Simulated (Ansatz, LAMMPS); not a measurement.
# An extra electron or hole in amorphous 29Ga2O3-71GeO2 (mol %) (86 atoms), part 3 of 5

Does an extra electron or hole in amorphous 29Ga2O3-71GeO2 (mol %) (86 atoms) stay spread out, or do the atoms trap it?

Ansatz 0.2.0; Kohn-Sham DFT, PBE, PAW (set soft_1), plane waves; PAW set soft_1.

The cell: 14 Ga, 17 Ge and 55 O. The quench rate of 100 K/ps far exceeds what a furnace or splat quench reaches. The network of bonds at the start is that of the classical potential that made the cell. Sampling is at Γ alone, for a cell whose shortest periodic width is 10 Å.

So far. Step 2 (Single point at the start): The r.m.s. force at the start is 0.83 eV/Å. Step 3 (Relaxation): The relaxation converged after 23 steps, 6.34 eV below its start, with a largest force component of 0.038 eV/Å.

## 5. An extra electron, atoms held

The electron count changes by one with the atoms held: a vertical process, on a uniform background, with spin and a narrow Fermi–Dirac smearing. Its energy against the neutral cell hangs on the program's zero of potential.

input.yaml

```yaml
crystal:
  lattice:
    - [10.12338, 0.0, 0.0]
    - [0.0, 10.12338, 0.0]
    - [0.0, 0.0, 10.12338]
  atoms:
    [... the 86 atom lines of step 4 ...]
total_charge: -1
kpoints:
  mp_grid: { grid: [1, 1, 1] }
hamiltonian:
  xc: pbe
  pseudopotentials: { kind: paw, azcp: { folder: soft_1 } }
scf:
  occupations: { method: fermi_dirac, width: 0.01 }
  lower_state_search: "off"
output:
  forces: true
  stress: true
  populations: true
  dos:
    method: { smearing: { sigma: 0.15 } }
    de: 0.1
    projected: { site_lists: { Ga: [Ga], Ge: [Ge], O: [O] } }
  eigenvalues: true
  write_density: true
  write_potential: true
  volumetric_format: npy
magnetization:
  spin_polarized: true
  initial_magnetization: 1
```

Started as:

```bash
$ ansatz run input.yaml --threads 4 --pin off --max-ram 8192MiB --backend cpu --events-out ev --progress --plain --runs-dir out
```

What it wrote:

```text
[...]
Crystal: 86 atoms, lattice volume = 1037.473 Å³
Basis set: ecut = 420 eV, 20341 PW (Γ), exchange–correlation on 144×144×144 points (8 copies of the dense FFT grid, shifted against one another)
Bands: 462, of which v1, the nominal top of the filled ones, is band 376 counted from 1 (375 counted from 0)
Symmetry: 1 space group operations
[...]
k-points: 1
[...]
Starting moments: Σ|m| = 1 μB on 86 of 86 sites
[...]
SCF iter   1: F=—  HF=-157195.179257 eV  |F-HF|=—  |Δ(HF+E_count)|=         —  Δρ=5.33e-2 (↑5.10e-2 ↓5.33e-2)  dr2=7.18e1  dr2_m=2.02e-2  M=1.000 μB ∫|m|=1.088 μB  β_m=1.00  ethr=3.10e-3  ⟨swp⟩=6.0  Hψ=3710  notcnv=0
[...]
spin=Collinear: Resta preconditioning applied to the charge; magnetization (m = ρ↑ − ρ↓) channel mixes plain (no charge-response kernel on spin).
SCF iter   2: F=—  HF=-157181.948752 eV  |F-HF|=—  |Δ(HF+E_count)|=         —  Δρ=3.33e-2 (↑3.33e-2 ↓3.33e-2)  dr2=2.75e1  dr2_m=1.13e-3  M=0.702 μB ∫|m|=0.820 μB  β_m=0.30  ethr=3.10e-3  ⟨swp⟩=2.0  Hψ=1502  notcnv=0  defer=158
[...]
SCF iter   8: F=—  HF=-157173.926695 eV  |F-HF|=—  |Δ(HF+E_count)|=   2.03e-3  Δρ=2.44e-4 (↑2.44e-4 ↓2.34e-4)  dr2=1.77e-3  dr2_m=1.09e-4  M=0.593 μB ∫|m|=0.695 μB  β_m=0.30  ethr=8.32e-7  ⟨swp⟩=2.0  Hψ=1520  notcnv=0  defer=160
[...]
spin-set hold released at iteration 8 (site moments contracting): the magnetisation degrees of freedom join the quasi-Newton model from the next iteration; the mixer history was flushed
SCF iter   9: F=—  HF=-157173.927792 eV  |F-HF|=—  |Δ(HF+E_count)|=   1.10e-3  Δρ=1.83e-4 (↑1.83e-4 ↓1.71e-4)  dr2=9.77e-4  dr2_m=6.84e-5  M=0.585 μB ∫|m|=0.686 μB  β_m=0.65  ethr=2.36e-7  ⟨swp⟩=2.0  Hψ=766  notcnv=0  defer=160
SCF iter  10: F=—  HF=-157173.929804 eV  |F-HF|=—  |Δ(HF+E_count)|=   2.01e-3  Δρ=5.86e-5 (↑5.86e-5 ↓4.62e-5)  dr2=8.91e-5  dr2_m=7.59e-6  M=0.552 μB ∫|m|=0.647 μB  β_m=0.80  ethr=1.30e-7  ⟨swp⟩=2.5  Hψ=1342  notcnv=0  defer=160
[...]
SCF iter  18: F=-157173.931044 eV  HF=-157173.931044 eV  |F-HF|=1.36e-8  |Δ(HF+E_count)|=   2.28e-7  Δρ=1.36e-6 (↑9.17e-7 ↓1.36e-6)  dr2=1.28e-8  dr2_m=9.47e-9  M=0.452 μB ∫|m|=0.527 μB  β_m=0.85  ethr=1.33e-11  ⟨swp⟩=15.0  Hψ=7371  notcnv=0
SCF iter  19: F=-157173.931045 eV  HF=-157173.931045 eV  |F-HF|=8.47e-9  |Δ(HF+E_count)|=   6.91e-8  Δρ=6.76e-7 (↑6.76e-7 ↓6.19e-7)  dr2=1.39e-8  dr2_m=2.18e-10  M=0.447 μB ∫|m|=0.522 μB  ethr=1.71e-12  ⟨swp⟩=5.0  Hψ=5149  notcnv=0
SCF 1 converged in 19 iterations: F = -157173.931045 eV  dr2 = 1.39e-8
[...]
SCF converged after 19 iterations
Magnetization: 0.4472 μB (375.7236 up, 375.2764 down)
Absolute magnetization: 0.4786 μB (∫|ρ↑−ρ↓|, with the PAW one-centre terms)
[...]
Per-site moments (μB) at R_I (Å): [(0.00220076, 0.799782), (0.00287534, 0.781835), (0.00150147, 0.748912), (0.00204042, 0.764897), (0.0027335, 0.751793), [...]
Free energy (F): -157173.931045 eV
[...]
Internal energy: -157173.919254 eV  (E = F + TS)
E sigma→0 (E₀):  -157173.925149 eV
Entropy (-TS):   -0.011790 eV (-0.137 meV/atom)
Fermi energy:    7.853342 eV
[...]
Σ components = -157173.931045   (vs F -157173.931045, Δ=0.00e0)
--- Forces (eV/Å), atoms counted from 1 ---
  atom   1  Ga     0.01854320     0.01235853     0.03033743
  atom   2  Ga    -0.07447814     0.01204247    -0.04256033
  atom   3  Ga     0.07529030    -0.01961078     0.05154472
  atom   4  Ga     0.04003120    -0.00891156    -0.04556203
[...]
atom  86  O      0.03872623     0.00765571    -0.00718203
  max |Σ_I F_I| component: 1.34e-5 eV/Å
--- Stress (GPa, compression-positive) ---
        0.248667      -1.045105      -0.839615
       -1.045105       2.925281       1.580768
       -0.839615       1.580768       1.182798
  P = ⅓ Tr σ = 1.4522 GPa (14.522 kbar)
--- Band table (eV) ---
[...]
--- Löwdin populations: 86 sites ---
  site symbol       q [e]    m [muB]
     0     Ga     11.9473     0.0095
     1     Ga     11.9863     0.0123
     2     Ga     11.9465     0.0083
[...]
85      O      6.6700     0.0025
  spilling = 0.004538 (of n_electrons = 751.000000)
```

It took 39 s on 4 threads of Intel Xeon Platinum 8488C (Sapphire Rapids), shared host; peak memory 2.7 GiB.

An extra electron, atoms held: the energy stands 7.83 eV above that of the reference, with a moment of 0.45 μB. An odd electron should give 1 μB; this run ended with the carrier shared between both spins.

The levels nearest the highest filled one (over half full), pooled over k-points and spins:

| level less the highest filled one (eV) | occupation |
| --- | --- |
| -1.56 | 1 |
| -1.52 | 1 |
| -1.52 | 1 |
| 0 | 0.724 |
| 0.0192 | 0.276 |
| 2.08 | 0 |
| 2.09 | 0 |
| 2.26 | 0 |

Spin density in the ab plane at fractional z = 0.193, with atoms of Ga and Ge and O within 0.2 Å of it.

Ten even steps from '_' (-4.14 × 1e-3 e/Å³) to '@' (7.79 × 1e-3 e/Å³), each cell a mean:
```
====------------------==--------------------------------
++++==--------------++**----------============--------==
--==++==------------==----------======++++++====----==++
....====------------------------======++++++====----====
--====----------------------------------======----------
--------------------------------------------------==++--
------------------------------------====----------**@@**
------------------------------------------======--==**==
--------------==------------------------====::::==------
--------------==----------------------==++++____======--
----------------::..------------------==++++++==++====--
--------++==----------------------------====------------
--------++++--------------------------------------------
----------------------==++++----------------------------
----------------------==##++----------------------------
--------------------------------------------------------
====----------------------------------========--------==
======------------------------------============----====
======----------------------------======::--==------====
::--==----------------------------==++--__::==------====
__::==----------------------------======--====------====
--------------======------------------======--------====
--------==----======------------------------------------
--------==----====--------------------------------------
```
Columns run along a (10.1 Å), rows up along b (10.1 Å). Atoms in or near the plane, at fractional coordinates: Ga at (0.73, 0.19), Ga at (0.31, 0.56), Ga at (0.02, 0.15), Ge at (0.02, 0.85), Ge at (0.81, 0.61), O at (0.40, 0.91), O at (0.15, 0.49), O at (0.44, 0.42).

## 6. An extra electron, atoms relaxed

The atoms now respond to the charge; the energy gained comes from screening by the atoms, from trapping if the charge localises, and from any strain left in the reference.

input.yaml, the sections that differ from step 5:

```yaml
output:
  forces: true
relax:
  f_tol: 0.05
  max_steps: 90
# crystal, total_charge, kpoints, hamiltonian, scf, magnetization: as in step 5
```

What it wrote:

```text
[...]
Crystal: 86 atoms, lattice volume = 1037.473 Å³
Basis set: ecut = 420 eV, 20341 PW (Γ), exchange–correlation on 144×144×144 points (8 copies of the dense FFT grid, shifted against one another)
Bands: 462, of which v1, the nominal top of the filled ones, is band 376 counted from 1 (375 counted from 0)
Symmetry: 1 space group operations
[...]
k-points: 1
[...]
Starting moments: Σ|m| = 1 μB on 86 of 86 sites
[...]
SCF iter   1: F=—  HF=-157195.179257 eV  |F-HF|=—  |Δ(HF+E_count)|=         —  Δρ=5.33e-2 (↑5.10e-2 ↓5.33e-2)  dr2=7.18e1  dr2_m=2.02e-2  M=1.000 μB ∫|m|=1.088 μB  β_m=1.00  ethr=3.10e-3  ⟨swp⟩=6.0  Hψ=3710  notcnv=0
[...]
SCF iter  16: F=-157173.931042 eV  HF=-157173.931043 eV  |F-HF|=2.06e-7  |Δ(HF+E_count)|=   1.64e-6  Δρ=6.98e-6 (↑6.98e-6 ↓6.87e-6)  dr2=6.00e-7  dr2_m=2.97e-7  M=0.476 μB ∫|m|=0.556 μB  ethr=9.97e-11  ⟨swp⟩=1.0  Hψ=2469  notcnv=0
SCF 1 converged in 16 iterations: F = -157173.931042 eV  dr2 = 6.00e-7
[...]
relax step   1: F+E_penalty+E_count = -157173.93104247 eV  Δ(F+E_penalty+E_count) = +0.000e0 eV  max|allowed force component| = 1.322e-1 eV/Å  Δτ_max = 0.0000 Å  (16 SCF iters, dr2 threshold 6.25e-5 eV, accepted)
[...]
relax step   2: F+E_penalty+E_count = -157173.94065424 eV  Δ(F+E_penalty+E_count) = -9.612e-3 eV  max|allowed force component| = 8.420e-2 eV/Å  Δτ_max = 0.0095 Å  (12 SCF iters, accepted)
[...]
relax step   3: F+E_penalty+E_count = -157173.94575628 eV  Δ(F+E_penalty+E_count) = -5.102e-3 eV  max|allowed force component| = 3.300e-2 eV/Å  Δτ_max = 0.0083 Å  (12 SCF iters, accepted)
SCF converged after 12 iterations
Magnetization: 0.4689 μB (375.7345 up, 375.2655 down)
Absolute magnetization: 0.5021 μB (∫|ρ↑−ρ↓|, with the PAW one-centre terms)
[...]
Per-site moments (μB) at R_I (Å): [(0.00230149, 0.800255), (0.00296936, 0.782969), (0.00154325, 0.749866), (0.00207157, 0.764558), (0.00287059, 0.753144), [...]
Free energy (F): -157173.945756 eV
[...]
Internal energy: -157173.934181 eV  (E = F + TS)
E sigma→0 (E₀):  -157173.939969 eV
Entropy (-TS):   -0.011575 eV (-0.135 meV/atom)
Fermi energy:    7.827156 eV
[...]
--- Forces (eV/Å), atoms counted from 1 ---
  atom   1  Ga    -0.00494971    -0.00924567    -0.01824625
  atom   2  Ga    -0.00503235    -0.00873221     0.00448450
  atom   3  Ga     0.00105353     0.02016214    -0.01016037
  atom   4  Ga     0.00215448    -0.01397282    -0.00374313
  atom   5  Ga    -0.00508587    -0.00653219    -0.00673504
  atom   6  Ga     0.01005816    -0.00053986    -0.00999902
  atom   7  Ga     0.00437314    -0.00808824     0.00617477
  atom   8  Ga     0.01099530     0.02154548     0.01616321
  atom   9  Ga     0.00754224    -0.00804947     0.00711495
  atom  10  Ga    -0.00782085    -0.01391369    -0.01575529
  atom  11  Ga     0.00326389    -0.00983776     0.02316011
  atom  12  Ga     0.00322445     0.00509812     0.00052123
  atom  13  Ga    -0.00404692     0.00274885     0.01292437
  atom  14  Ga     0.00284390     0.00438677     0.00801270
[...]
atom  85  O     -0.00098964     0.00886693     0.00505094
  atom  86  O     -0.00023872     0.01290148     0.00766571
  max |Σ_I F_I| component: 4.11e-5 eV/Å
--- Relaxed structure (3 steps of the walk, 3 accepted, 0 SCFs on fresh bases) ---
  F+E_penalty+E_count = -157173.94575628 eV   max|allowed force component| = 3.300e-2 eV/Å
  atoms:
    - { symbol: Ga, position: [0.731576, 0.186161, 0.208950] }
    - { symbol: Ga, position: [0.239721, 0.102566, 0.981843] }
    - { symbol: Ga, position: [0.562130, 0.010415, 0.397946] }
    - { symbol: Ga, position: [0.506666, 0.00828922, 0.877365] }
[...]
- { symbol: O, position: [0.817605, 0.551025, 0.538553] }
```

Wall time 63 s (4 threads); peak memory 2.7 GiB.

The relaxation converged after 3 steps, 0.0147 eV below its start, with a largest force component of 0.033 eV/Å.

An extra electron, atoms relaxed: the energy stands 7.82 eV above that of the reference, with a moment of 0.47 μB. An odd electron should give 1 μB; this run ended with the carrier shared between both spins.

[end of part 3 of 5]

[Long decimals in the printed logs are rounded to 6 places.]

[Logs are printed without paths, hosts, clocks, repeated set-up lines and the standing remarks that a program may print on its own settings, such as how far it seeks lower states.]

[Hosts, paths, dates, database ids (printed as entryN), source tags and the programs' standing remarks are cut or masked in the printed files.]
